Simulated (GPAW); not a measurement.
# Ballistic transport through thiophene-2,5-dithiol between two Pt chains, from relaxation to T(E), part 2 of 2

Aim: the conductance of thiophene-2,5-dithiol between two Pt chains after relaxation, and whether geometry, basis or functional moves it most.

GPAW 26.7.0; GPAW LCAO, PAW setups; relaxation of the junction within the symmetry of its start, lead ends held (the session's first sound run).

So far, transmission at the Fermi level (one spin): step 3 (double-zeta polarised basis) 0.259; step 4 (basis szp(dzp)) 0.772.

## (5) GPAW, sz: basis = "sz(dzp)"

The minimal basis is the cheapest rung: no second zeta and no polarisation.

run.py

```python
import json
import numpy as np
from ase import Atoms
from ase.transport.calculators import TransportCalculator
from gpaw import GPAW, FermiDirac
from gpaw.lcao.tools import get_lcao_hamiltonian
from scipy.linalg import eigh

# The junction with lead layers at both ends, along the third cell vector
device = Atoms(
    ['Pt', 'Pt', 'Pt', 'Pt', 'Pt', 'Pt', 'Pt', 'Pt', 'S', 'H', 'C', 'C', 'S', 'C', 'C', 'H', 'S', 'Pt', 'Pt', 'Pt', 'Pt', 'Pt', 'Pt', 'Pt', 'Pt'],
    positions=[
        [8.17184, 4.50000, 1.20000],
        [8.17184, 4.50000, 3.60000],
        [8.17184, 4.50000, 6.00000],
        [8.17184, 4.50000, 8.40000],
        [8.17184, 4.50000, 10.80000],
        [8.17184, 4.50000, 13.20000],
        [8.17184, 4.50000, 15.60000],
        [8.32446, 4.50000, 18.06790],
        [10.50144, 4.50000, 18.30827],
        [13.08395, 4.50000, 19.92794],
        [10.86331, 4.50000, 19.98575],
        [12.16920, 4.50000, 20.54857],
        [9.63809, 4.50000, 21.24877],
        [12.16920, 4.50000, 21.94897],
        [10.86331, 4.50000, 22.51179],
        [13.08395, 4.50000, 22.56960],
        [10.50144, 4.49999, 24.18926],
        [8.32446, 4.50000, 24.42964],
        [8.17184, 4.50000, 26.89754],
        [8.17184, 4.50000, 29.29754],
        [8.17184, 4.50000, 31.69754],
        [8.17184, 4.50000, 34.09754],
        [8.17184, 4.50000, 36.49754],
        [8.17184, 4.50000, 38.89754],
        [8.17184, 4.50000, 41.29754]],
    cell=[[16.34368, 0.0, 0.0], [0.0, 9.0, 0.0], [0.0, 0.0, 42.49754]],
    pbc=True)

# One principal layer of the lead: the first 5 atoms of the device
lead = Atoms(
    ['Pt', 'Pt', 'Pt', 'Pt', 'Pt'],
    positions=[
        [8.17184, 4.50000, 1.20000],
        [8.17184, 4.50000, 3.60000],
        [8.17184, 4.50000, 6.00000],
        [8.17184, 4.50000, 8.40000],
        [8.17184, 4.50000, 10.80000]],
    cell=[[16.34368, 0.0, 0.0], [0.0, 9.0, 0.0], [0.0, 0.0, 12.0]],
    pbc=True)

settings = dict(mode='lcao', basis='sz(dzp)', xc='PBE', h=0.2,
                occupations=FermiDirac(0.1), maxiter=250,
                mixer=dict(beta=0.1, nmaxold=8, weight=100.0),
                convergence=dict(density=0.0001))
energies = np.arange(-2, 2 + 1e-9, 0.025)
eta = 0.0001
n1, n2 = 1, 1
# k and -k transmit alike, so half of the mesh across the current serves
mesh = [(i, j) for i in range(n1) for j in range(n2) if (i, j) <= (-i % n1, -j % n2)]
weights = np.array([1 if (i, j) == (-i % n1, -j % n2) else 2 for i, j in mesh]) / (n1 * n2)


def ground_state(atoms, size, txt):
    atoms.calc = GPAW(kpts={'size': size, 'gamma': True}, symmetry={'tolerance': 1e-3}, txt=txt, **settings)
    atoms.get_potential_energy()
    return atoms.calc.get_fermi_level()


def blocks(atoms, fermi, points, nz, cells):
    """H - E_F S and S between cell 0 and the cells above it, at each point across the current."""
    kz = np.arange(nz) / nz
    calc = atoms.calc.fixed_density(kpts=[(*k, z) for k in points for z in kz], symmetry='off', txt=None)
    H, S = get_lcao_hamiltonian(calc)
    H = (H - fermi * S).reshape(len(H), len(points), nz, *S.shape[1:])
    S = S.reshape(H.shape[1:])
    phases = [np.exp(-2j * np.pi * kz * R) / nz for R in cells]
    return [(np.einsum('skzij,z->ksij', H, p), np.einsum('kzij,z->kij', S, p)) for p in phases]


def pair(a, b):
    return np.block([[a, b], [b.T.conj(), a]])


def count_channels(h, s, cells, nk=240):
    """Half the number of times that the lead's bands cross each energy, unfolded to its shortest repeat."""
    b = len(h) // cells
    bands = []
    for k in (np.arange(nk + 1) + 0.5) / nk:
        hk, sk = h[:b, :b].copy(), s[:b, :b].copy()
        for R in range(1, cells):
            phase, block = np.exp(2j * np.pi * k * R), slice(R * b, (R + 1) * b)
            hk += h[:b, block] * phase + (h[:b, block] * phase).T.conj()
            sk += s[:b, block] * phase + (s[:b, block] * phase).T.conj()
        w, u = eigh(sk)
        x = u[:, w > 1e-5] / w[w > 1e-5]**0.5  # drop near-dependent combinations
        bands.append(np.r_[eigh(x.T.conj() @ hk @ x, eigvals_only=True), [1e9] * (w <= 1e-5).sum()])
    below = np.array(bands)[:, :, None] < energies
    return (below[1:] != below[:-1]).sum((0, 1)) / 2


fermi_lead = ground_state(lead, (1, 1, 10), 'lead.txt')
fermi_device = ground_state(device, (1, 1, 2), 'device.txt')
T, channels, eigen, tail, misfit, shifts = [], [], [], 0.0, 0.0, []
for first in range(0, len(mesh), 177):
    points = [(i / n1, j / n2) for i, j in mesh[first:first + 177]]
    (H0k, S0k), (H1k, S1k), (H2k, _) = blocks(lead, fermi_lead, points, 5, range(3))
    [(Hk, Sk)] = blocks(device, fermi_device, points, 2, [0])
    tail = max(tail, abs(H2k).max())
    for H0, S0, H1, S1, H, S in zip(H0k, S0k, H1k, S1k, Hk, Sk):
        n = len(S0)
        # Shift the lead onto the potential of the device's first layer
        shift = ((H[:, 0, 0] - H0[:, 0, 0]) / S0[0, 0]).real.mean()
        shifts.append(shift)
        misfit = max(misfit, abs(H[:, :n, :n] - H0 - shift * S0).max())
        Tk, Ck, Ek = [], [], []
        for s in range(len(H)):
            t = s % len(H0)  # a lead without moments serves both spins
            h1, s1 = pair(H0[t] + shift * S0, H1[t] + shift * S1), pair(S0, S1)
            leads = dict(h1=h1, s1=s1, energies=energies, eta=eta, eta1=eta, eta2=eta)
            calc = TransportCalculator(h=H[s], s=S, eigenchannels=3, **leads)
            Tk.append(calc.get_transmission())
            Ek.append(np.sort(calc.eigenchannels_ne, axis=0)[::-1])
            Ck.append(count_channels(h1, s1, 10))
        T.append(Tk)
        channels.append(Ck)
        eigen.append(Ek)
T, channels = np.array(T), np.array(channels)
mean, open_channels = np.einsum('kse,k->se', T, weights), np.einsum('kse,k->se', channels, weights)

print(f'basis functions: device {len(S)}, principal layer {n}')
print(f'Fermi level: lead {fermi_lead:.4f} eV, device {fermi_device:.4f} eV; lead shifted by {np.mean(shifts):.4f} eV')
print(f'largest coupling past the next layer {tail:.2e} eV, largest misfit of the first layer {misfit:.3f} eV')
print('  E-E_F (eV)   ' + 'T (one spin)  channels')
for e, t, c in zip(energies, mean.T, open_channels.T):
    print(f'{e:10.3f}  ', *[f'{x:11.4e}' for x in t], *[f'{x:9.4f}' for x in c])

kT = 8.617333e-5 * 300
fine = np.linspace(energies[0], energies[-1], 4001)
both = np.exp(np.interp(fine, energies, np.log(np.maximum(mean.sum(0) * 2 / len(mean), 1e-30))))
fermi = lambda mu: 1 / (1 + np.exp(np.clip((fine - mu) / kT, -200, 200)))
slope = fermi(0) * (1 - fermi(0)) / kT
G = np.trapezoid(both * slope, fine) / 2
seebeck = -np.trapezoid(both * slope * fine, fine) / (2 * G * 300) * 1e6
print(f'conductance at 300 K: {G:.5g} G0 a cell; thermopower {seebeck:.4g} uV/K')
bias = [0.1, 0.2, 0.5, 1.0, 1.5, 2.0]
current = [38.74 * np.trapezoid(both * (fermi(V / 2) - fermi(-V / 2)), fine) for V in bias]
for V, I in zip(bias, current):
    print(f'current from the zero-bias T(E) at {V} V: {I:.5g} uA')
zero = abs(energies).argmin()
json.dump(dict(energies=energies.tolist(), T=mean.tolist(), channels=open_channels.tolist(), G=G, seebeck=seebeck,
               bias=bias, current=current, tail=tail, misfit=misfit, shift=np.mean(shifts), n_device=len(S), n_lead=n,
               fermi=[fermi_lead, fermi_device], energy=device.get_potential_energy(),
               moments=device.get_magnetic_moments().tolist(), mesh=mesh, weights=weights.tolist(),
               T_k=T[:, :, zero].tolist(), eigen=np.array(eigen[0]).tolist()), open('result.json', 'w'))
```

Started as:

```
$ OMP_NUM_THREADS=1 OPENBLAS_NUM_THREADS=1 python run.py
```

Elapsed: 2.3 min, on 1 thread of Arm Neoverse V1, shared host; peak memory 2.2 GiB.

This step gave:

```yaml
conductance: 0.5641 G₀
thermopower: 17.83 μV/K
largest_coupling_past_the_next_principal_layer: 8.11e-6 eV
largest_misfit_of_the_first_principal_layer: 0.06499 eV
shift_that_aligns_the_lead: 3.48e-4 eV
basis_functions_of_the_junction: 222
basis_functions_of_a_principal_layer: 60
transmission_at_the_fermi_level_one_spin: 0.8725
open_channels_of_the_lead_at_the_fermi_level_one_spin: 4
```

One spin. Transmission, zone mean against energy, zero at the Fermi level:

energy (eV), transmission, zone mean and a bar:
```
   -2.000      0.088 ###
   -1.800      0.032 #
   -1.600      0.017 
   -1.400      0.011 
   -1.200      0.028 #
   -1.000      0.078 ##
   -0.900      0.999 ##############################
   -0.800      0.151 #####
   -0.600      0.036 #
   -0.400      0.275 ########
   -0.375      0.391 ############
   -0.200      0.022 #
   -0.025      0.909 ###########################
    0.000      0.873 ##########################
    0.200      0.042 #
    0.400      0.015 
    0.600      0.009 
    0.800      0.013 
    1.000      0.009 
    1.200      0.000 
    1.400      0.049 #
    1.600      0.105 ###
    1.800      0.122 ####
    2.000      0.131 ####
```

The conductance, 0.564 G₀, lies 64 % above that of the dzp run.

## (6) revPBE in the dzp basis: xc = "revPBE"

Back in the dzp basis, the functional changes from PBE to revPBE, to set the spread between functionals beside that between bases.

Edit run.py of step 5 so:

```diff
@@ -52,3 +52,3 @@
 
-settings = dict(mode='lcao', basis='sz(dzp)', xc='PBE', h=0.2,
+settings = dict(mode='lcao', basis='dzp', xc='revPBE', h=0.2,
                 occupations=FermiDirac(0.1), maxiter=250,
```

The job ended after 5.4 min (1 thread; peak memory 2.3 GiB).

This step gave:

| Item | Value |
| --- | --- |
| conductance | 0.3588 G₀ |
| thermopower | -93.29 μV/K |
| largest coupling past the next principal layer | 8.03e-6 eV |
| largest misfit of the first principal layer | 0.2000 eV |
| shift that aligns the lead | -0.006826 eV |
| basis functions of the junction | 533 |
| basis functions of a principal layer | 135 |
| transmission at the Fermi level (one spin) | 0.2749 |

One spin. The transmission, zone mean by energy, zero at the Fermi level:

```csv
energy (eV),"transmission, zone mean"
-2.000,0.0290
-1.800,0.0135
-1.600,0.00767
-1.400,0.0111
-1.200,0.0736
-1.000,0.981
-0.800,0.0465
-0.600,0.0221
-0.400,0.145
-0.375,0.176
-0.200,0.0191
0.000,0.275
0.075,0.972
0.200,0.106
0.400,0.0219
0.600,0.0121
0.800,0.0171
1.000,0.0246
1.200,0.00435
1.400,0.164
1.600,0.256
1.800,0.288
2.000,0.322
```

The conductance, 0.359 G₀, lies 4.4 % above that of the dzp run.

## (7) The structure as built: geometry = "as built"

The dzp basis with PBE on the structure as first built shows what the relaxation was worth.

Edit run.py of step 6 so:

```diff
@@ -19,13 +19,13 @@
         [8.17184, 4.50000, 15.60000],
-        [8.32446, 4.50000, 18.06790],
-        [10.50144, 4.50000, 18.30827],
-        [13.08395, 4.50000, 19.92794],
-        [10.86331, 4.50000, 19.98575],
-        [12.16920, 4.50000, 20.54857],
-        [9.63809, 4.50000, 21.24877],
-        [12.16920, 4.50000, 21.94897],
-        [10.86331, 4.50000, 22.51179],
-        [13.08395, 4.50000, 22.56960],
-        [10.50144, 4.49999, 24.18926],
-        [8.32446, 4.50000, 24.42964],
+        [8.17184, 4.50000, 18.00000],
+        [10.50003, 4.50000, 18.31941],
+        [13.09368, 4.50000, 19.92451],
+        [10.92155, 4.50000, 20.01936],
+        [12.19849, 4.50000, 20.53492],
+        [9.73726, 4.50000, 21.24877],
+        [12.19849, 4.50000, 21.96262],
+        [10.92155, 4.50000, 22.47818],
+        [13.09368, 4.50000, 22.57303],
+        [10.50003, 4.49999, 24.17812],
+        [8.17184, 4.50000, 24.49754],
         [8.17184, 4.50000, 26.89754],
@@ -52,3 +52,3 @@
 
-settings = dict(mode='lcao', basis='dzp', xc='revPBE', h=0.2,
+settings = dict(mode='lcao', basis='dzp', xc='PBE', h=0.2,
                 occupations=FermiDirac(0.1), maxiter=250,
```

Run time: 5.3 min. Hardware: 1 thread; peak memory 2.3 GiB.

Numbers from this step:

```yaml
conductance: 0.4797 G₀
largest_coupling_past_the_next_principal_layer: 8.09e-6 eV
largest_misfit_of_the_first_principal_layer: 0.1572 eV
shift_that_aligns_the_lead: -0.005247 eV
transmission_at_the_fermi_level_one_spin: 0.6429
```

One spin. Transmission, zone mean against energy, zero at the Fermi level:

| energy (eV) | transmission, zone mean |
| --- | --- |
| -2.000 | 0.0264 |
| -1.900 | 0.0178 |
| -1.800 | 0.118 |
| -1.700 | 0.00829 |
| -1.600 | 0.00682 |
| -1.500 | 0.00650 |
| -1.400 | 0.00634 |
| -1.300 | 0.0122 |
| -1.200 | 0.0551 |
| -1.100 | 0.0344 |
| -1.000 | 0.286 |
| -0.925 | 0.994 |
| -0.900 | 0.930 |
| -0.800 | 0.263 |
| -0.700 | 0.141 |
| -0.600 | 0.0649 |
| -0.500 | 0.0633 |
| -0.400 | 0.320 |
| -0.300 | 0.0250 |
| -0.200 | 0.0125 |
| -0.100 | 0.0482 |
| 0.000 | 0.643 |
| 0.025 | 0.989 |
| 0.100 | 0.160 |
| 0.200 | 0.0399 |
| 0.300 | 0.0188 |
| 0.400 | 0.0109 |
| 0.500 | 0.00727 |
| 0.600 | 0.00516 |
| 0.700 | 0.00347 |
| 0.800 | 0.00407 |
| 0.900 | 9.7e-4 |
| 1.000 | 0.00171 |
| 1.100 | 0.0156 |
| 1.200 | 0.0338 |
| 1.300 | 0.0462 |
| 1.400 | 0.0526 |
| 1.500 | 0.0561 |
| 1.600 | 0.0587 |
| 1.700 | 0.0614 |
| 1.800 | 0.0647 |
| 1.900 | 0.0691 |
| 2.000 | 0.0746 |

The conductance, 0.480 G₀, lies 40 % above that of the dzp run.

## (8) All levels side by side

Times are for 1 thread of Arm Neoverse V1, shared host. The runs compared:

| no. | run | conductance (G₀) | time | memory (GiB) |
| --- | --- | --- | --- | --- |
| 1 | dzp | 0.3438 | 5.3 min | 2.3 |
| 2 | szp | 0.5768 | 3.2 min | 2.2 |
| 3 | sz | 0.5641 | 2.3 min | 2.2 |
| 4 | dzp revPBE | 0.3588 | 5.4 min | 2.3 |
| 5 | asbuilt | 0.4797 | 5.3 min | 2.3 |

## (9) The levels side by side

The curves are compared point by point over the common energies.

This step: comparison of transmission and cost over codes, levels and geometry (GPAW 26.7.0).

Ladder, by row:

```csv
step,code,T at the Fermi level (sum over the listed spins),conductance (G0),r.m.s. T(E) from the first,wall time (s),peak memory (GiB),threads
dzp,GPAW,0.2586,0.3438,0,318.3,2.32,1
szp,GPAW,0.7716,0.5768,0.1143,189.7,2.24,1
sz,GPAW,0.8725,0.5641,0.1916,137.3,2.18,1
dzp-revPBE,GPAW,0.2749,0.3588,0.02928,324.1,2.32,1
asbuilt,GPAW,0.6429,0.4797,0.1829,317.7,2.32,1
```

The transmission, zone mean, sum over the listed spins by energy, zero at the Fermi level:

| energy (eV) | dzp | szp | sz | dzp-revPBE | asbuilt |
| --- | --- | --- | --- | --- | --- |
| -2.000 | 0.0311 | 0.0291 | 0.0881 | 0.0290 | 0.0264 |
| -1.900 | 0.0199 | 0.0193 | 0.0477 | 0.0190 | 0.0178 |
| -1.800 | 0.0142 | 0.0136 | 0.0324 | 0.0135 | 0.118 |
| -1.700 | 0.0104 | 0.00980 | 0.0230 | 0.00982 | 0.00829 |
| -1.600 | 0.00838 | 0.00723 | 0.0169 | 0.00767 | 0.00682 |
| -1.500 | 0.00810 | 0.00577 | 0.0121 | 0.00794 | 0.00650 |
| -1.400 | 0.0111 | 0.00677 | 0.0110 | 0.0111 | 0.00634 |
| -1.300 | 0.0585 | 0.0113 | 0.0116 | 0.0634 | 0.0122 |
| -1.200 | 0.0704 | 0.0451 | 0.0278 | 0.0736 | 0.0551 |
| -1.100 | 0.0302 | 0.0857 | 0.0706 | 0.0321 | 0.0344 |
| -1.000 | 0.772 | 0.195 | 0.0783 | 0.981 | 0.286 |
| -0.975 | 0.818 | 0.657 | 0.141 | 0.631 | 0.625 |
| -0.950 | 0.442 | 0.945 | 0.325 | 0.359 | 0.930 |
| -0.900 | 0.189 | 0.292 | 0.999 | 0.162 | 0.930 |
| -0.800 | 0.0493 | 0.0615 | 0.151 | 0.0465 | 0.263 |
| -0.700 | 0.0370 | 0.0383 | 0.0645 | 0.0361 | 0.141 |
| -0.600 | 0.0240 | 0.0235 | 0.0356 | 0.0221 | 0.0649 |
| -0.500 | 0.0228 | 0.0283 | 0.0388 | 0.0235 | 0.0633 |
| -0.400 | 0.115 | 0.192 | 0.275 | 0.145 | 0.320 |
| -0.375 | 0.174 | 0.255 | 0.391 | 0.176 | 0.191 |
| -0.300 | 0.0309 | 0.0356 | 0.0554 | 0.0269 | 0.0250 |
| -0.200 | 0.0191 | 0.0238 | 0.0219 | 0.0191 | 0.0125 |
| -0.100 | 0.0518 | 0.0864 | 0.120 | 0.0526 | 0.0482 |
| -0.025 | 0.157 | 0.418 | 0.909 | 0.165 | 0.281 |
| 0.000 | 0.259 | 0.772 | 0.873 | 0.275 | 0.643 |
| 0.025 | 0.458 | 0.996 | 0.484 | 0.494 | 0.989 |
| 0.075 | 0.994 | 0.403 | 0.168 | 0.972 | 0.285 |
| 0.100 | 0.707 | 0.244 | 0.115 | 0.646 | 0.160 |
| 0.200 | 0.114 | 0.0655 | 0.0416 | 0.106 | 0.0399 |
| 0.300 | 0.0426 | 0.0316 | 0.0227 | 0.0398 | 0.0188 |
| 0.400 | 0.0235 | 0.0195 | 0.0149 | 0.0219 | 0.0109 |
| 0.500 | 0.0165 | 0.0145 | 0.0111 | 0.0153 | 0.00727 |
| 0.600 | 0.0132 | 0.0118 | 0.00903 | 0.0121 | 0.00516 |
| 0.700 | 0.00989 | 0.0128 | 0.0107 | 0.00886 | 0.00347 |
| 0.800 | 0.0188 | 0.0198 | 0.0125 | 0.0171 | 0.00407 |
| 0.900 | 0.0269 | 0.0244 | 0.0125 | 0.0248 | 9.7e-4 |
| 1.000 | 0.0242 | 0.0233 | 0.00931 | 0.0246 | 0.00171 |
| 1.100 | 0.00503 | 0.0118 | 0.00304 | 0.00869 | 0.0156 |
| 1.200 | 0.0131 | 1.5e-5 | 4.9e-4 | 0.00435 | 0.0338 |
| 1.300 | 0.0997 | 0.0320 | 0.0158 | 0.0707 | 0.0462 |
| 1.400 | 0.194 | 0.119 | 0.0494 | 0.164 | 0.0526 |
| 1.500 | 0.249 | 0.205 | 0.0829 | 0.225 | 0.0561 |
| 1.600 | 0.277 | 0.259 | 0.105 | 0.256 | 0.0587 |
| 1.700 | 0.294 | 0.291 | 0.116 | 0.274 | 0.0614 |
| 1.800 | 0.309 | 0.314 | 0.122 | 0.288 | 0.0647 |
| 1.900 | 0.326 | 0.335 | 0.126 | 0.304 | 0.0691 |
| 2.000 | 0.346 | 0.358 | 0.131 | 0.322 | 0.0746 |

## (10) Functional LDA, SCF mesh 1×1×1

The functional moves levels against the Fermi level. The SCF mesh sets the Fermi level of the repeated cell.

This step: GPAW LCAO, PAW setups; Landauer transmission from Green's functions with principal layers (ASE), zero bias (GPAW 26.7.0).

Edit run.py of step 7 so:

```diff
@@ -19,13 +19,13 @@
         [8.17184, 4.50000, 15.60000],
-        [8.17184, 4.50000, 18.00000],
-        [10.50003, 4.50000, 18.31941],
-        [13.09368, 4.50000, 19.92451],
-        [10.92155, 4.50000, 20.01936],
-        [12.19849, 4.50000, 20.53492],
-        [9.73726, 4.50000, 21.24877],
-        [12.19849, 4.50000, 21.96262],
-        [10.92155, 4.50000, 22.47818],
-        [13.09368, 4.50000, 22.57303],
-        [10.50003, 4.49999, 24.17812],
-        [8.17184, 4.50000, 24.49754],
+        [8.32446, 4.50000, 18.06790],
+        [10.50144, 4.50000, 18.30827],
+        [13.08395, 4.50000, 19.92794],
+        [10.86331, 4.50000, 19.98575],
+        [12.16920, 4.50000, 20.54857],
+        [9.63809, 4.50000, 21.24877],
+        [12.16920, 4.50000, 21.94897],
+        [10.86331, 4.50000, 22.51179],
+        [13.08395, 4.50000, 22.56960],
+        [10.50144, 4.49999, 24.18926],
+        [8.32446, 4.50000, 24.42964],
         [8.17184, 4.50000, 26.89754],
@@ -52,3 +52,3 @@
 
-settings = dict(mode='lcao', basis='dzp', xc='PBE', h=0.2,
+settings = dict(mode='lcao', basis='dzp', xc='LDA', h=0.2,
                 occupations=FermiDirac(0.1), maxiter=250,
@@ -103,3 +103,3 @@
 fermi_lead = ground_state(lead, (1, 1, 10), 'lead.txt')
-fermi_device = ground_state(device, (1, 1, 2), 'device.txt')
+fermi_device = ground_state(device, (1, 1, 1), 'device.txt')
 T, channels, eigen, tail, misfit, shifts = [], [], [], 0.0, 0.0, []
```

It took 3.7 min on 1 thread; peak memory 2.3 GiB.

The run finished with changed settings (xc = "LDA" and scf_mesh = [1, 1, 1]); it serves as a test.

The two runs compared:

| quantity | this run | sound run | difference |
| --- | --- | --- | --- |
| conductance (G₀) | 0.26644 | 0.34382 | -0.0774 |
| thermopower (μV/K) | -108.84 | -96.249 | -12.6 |
| largest coupling past the next principal layer (eV) | 8.322e-6 | 8.089e-6 | 2.3e-7 |
| largest misfit of the first principal layer (eV) | 0.20420 | 0.19968 | 0.00452 |
| shift that aligns the lead (eV) | -0.0050291 | -0.0069445 | 0.00192 |
| transmission at the Fermi level (one spin) | 0.18843 | 0.25857 | -0.0701 |

The two runs differ clearly in the transmission at the Fermi level (one spin): 0.188 against 0.259.

## (11) Summary of results

```
conductance                                        : 0.344 G₀
transmission at the Fermi level, mean of the spins : 0.259
thermopower                                        : -96.2 μV/K
```

In the dzp basis the junction conducts 0.344 G₀ at 300 K, with T = 0.259 a spin at the Fermi level; no smaller basis tried comes within 10 % of that conductance. Relaxation moved atoms by up to 0.17 Å and took the conductance from 0.480 to 0.344 G₀, as a ratio a smaller change than the step from dzp to the minimal basis. The conductance differs from T at the Fermi level because it averages T(E) over the thermal window, about 0.09 eV wide, in which T changes. At the Fermi level one eigenchannel carries the current (0.25). The negative thermopower says that the thermally weighted transmission is larger above the Fermi level, as for electron-like transport. Measured against the first run (dzp), the nearest curve is that of dzp-revPBE (r.m.s. 0.029) and the farthest that of sz (0.19). Over the compared runs wall time goes from 137 s (sz) to 324 s (dzp-revPBE), on a shared host. The leads kept an estimated spacing and the cell its length, so the junction may be under some tension or compression. The geometry comes from the orbital basis, which tends to overbind, and kept the symmetry of the start, so a structure of lower symmetry may lie lower. The run had no spin polarisation, so a magnetic state, which chains and small molecules with open shells often have, wasn't tested. Spin-orbit coupling is left out, which matters for the heavy atoms here. Semilocal functionals put molecular levels too near the Fermi level, so such conductances usually come out too high, and chain electrodes have a sharper density of states than real ones. Energies count from the junction cell's Fermi level; in the run with T = 0.259 there, the aligned lead's own level lies at -0.0069 eV, where T interpolates to 0.225; the finite cell leaves the answer open by at least that much. An evenly spaced straight chain is an idealisation: free chains tend to dimerise, zigzag or, where a band edge lies near the Fermi level, turn magnetic. The currents use the zero-bias T(E) throughout, which holds only while the bias is small against the distance to the nearest feature.

[Logs are printed without paths, hosts, clocks, repeated set-up lines and the standing remarks that a program may print on its own settings, such as how far it seeks lower states.]

[Hosts, paths, dates, database ids (printed as entryN), source tags and the programs' standing remarks are cut or masked in the printed files.]
